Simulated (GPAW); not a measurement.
Consider diamond-type (Si)1-x(Ge)x, x = 0.25.

```xyz
16
Lattice="0.0000 5.4878 5.4878 5.4878 0.0000 5.4878 5.4878 5.4878 0.0000" Properties=species:S:1:pos:R:3 pbc="T T T"
Ge    5.5138   10.9570    5.5119
Si    1.4153    1.3874    1.3641
Si    8.2314    2.7743    5.5053
Si    4.1161    4.0952    1.4042
Si    2.7321    5.4852    8.2073
Ge    4.1101    1.3877    4.1005
Si    5.5260    8.2457    8.2239
Si    6.8747    4.1275    4.1162
Ge    5.5029    2.7597    8.2136
Si    1.4074    4.1134    4.1141
Si    8.2185    5.4676    8.2158
Ge    4.1009    6.8386    4.1365
Si    8.2157    8.2449    5.5006
Si    4.0935    4.1306    6.8422
Si    5.5048    5.4626    5.5070
Si    6.8632    6.8532    6.8565
```

Absorber: atom 3, with 1 Si at 2.35 Å, 1 Si at 2.36 Å, 1 Si at 2.37 Å and 1 Ge at 2.40 Å (tetrahedral). Method: GPAW, PBE, excited-electron core hole (neutral cell), 16-atom cell with 7.8 Å between holes, 4×4×4 k points, dipole transitions, Gaussian full width 0.9 eV up to 4 eV, rising linearly to 3.5 eV at 25 eV.

Question: Predict the near-edge structure at the Si K edge.

Main maxima up to 24 eV above the zero (height): 1.7 eV (1.39), 3.7 eV (1.81), 6.9 eV (1.35), 9.6 eV (1.15), 12.9 eV (1.11) and 17.5 eV (0.82). A K edge sees empty p states on the absorber. The total-energy difference is 1851.65 eV. One term is added: -14.97 eV, since the hole is spin-paired here and a spin-polarised one costs that much less in the free atom (computed apart). The photon energy is then 1836.68 eV. The tabulated edge of the element is 1839 eV. The functional leaves an error of a few eV in such absolute values.

The Si K spectrum (energy from the bottom of the conduction band, which holds the excited electron; intensity scaled to a mean of 1 over the first 20 eV):

```
E (eV)  isotropic  ε ∥ x  ε ∥ y
  -2.0       0.00   0.00   0.00
  -1.4       0.00   0.00   0.00
  -0.8       0.00   0.00   0.00
  -0.2       0.07   0.08   0.06
   0.4       0.47   0.51   0.45
   1.0       1.07   1.09   1.05
   1.6       1.39   1.41   1.40
   2.2       1.19   1.17   1.20
   2.8       1.30   1.24   1.33
   3.4       1.72   1.65   1.76
   4.0       1.73   1.71   1.75
   4.6       1.20   1.22   1.20
   5.2       0.92   0.97   0.92
   5.8       0.83   0.84   0.83
   6.4       1.11   1.11   1.10
   7.0       1.34   1.37   1.33
   7.6       0.97   1.01   0.96
   8.2       0.78   0.79   0.77
   8.8       0.94   0.95   0.94
   9.4       1.13   1.12   1.14
  10.0       1.11   1.08   1.12
  10.6       0.99   0.97   1.00
  11.2       0.94   0.93   0.94
  11.8       0.99   0.98   0.99
  12.4       1.07   1.06   1.07
  13.0       1.10   1.08   1.11
  13.6       1.02   1.00   1.03
  14.2       0.87   0.86   0.88
  14.8       0.74   0.74   0.74
  15.4       0.70   0.68   0.69
  16.0       0.72   0.70   0.73
  16.6       0.78   0.75   0.79
  17.2       0.82   0.79   0.83
  17.8       0.81   0.81   0.82
  18.4       0.79   0.81   0.79
  19.0       0.77   0.80   0.76
  19.6       0.76   0.79   0.75
  20.2       0.76   0.78   0.75
  20.8       0.75   0.76   0.74
  21.4       0.72   0.73   0.72
  22.0       0.69   0.69   0.68
  22.6       0.66   0.67   0.66
  23.2       0.67   0.67   0.66
  23.8       0.70   0.71   0.69
  24.4       0.77   0.77   0.76
  25.0       0.83   0.83   0.83
  25.6       0.88   0.88   0.88
  26.2       0.90   0.90   0.90
```

The mesh is coarse (0.25 Å⁻¹ between points), so small maxima may be mesh ripples.

[Banner, clock and machine lines of the logs are left out without a mark of their own.]

[Logs are printed without paths, hosts, clocks, repeated set-up lines and the standing remarks that a program may print on its own settings, such as how far it seeks lower states.]

[Hosts, paths, dates, database ids (printed as entryN), source tags and the programs' standing remarks are cut or masked in the printed files.]

[Lists of maxima count a maximum above −3 eV only where it reaches 4 % of the highest in the window and stands out from its surroundings by 2 % of it (1.5 % where it reaches 55 %); shoulders and weaker maxima are passed over, and of the rest the first, up to two pre-edge ones and the few strongest are named.]
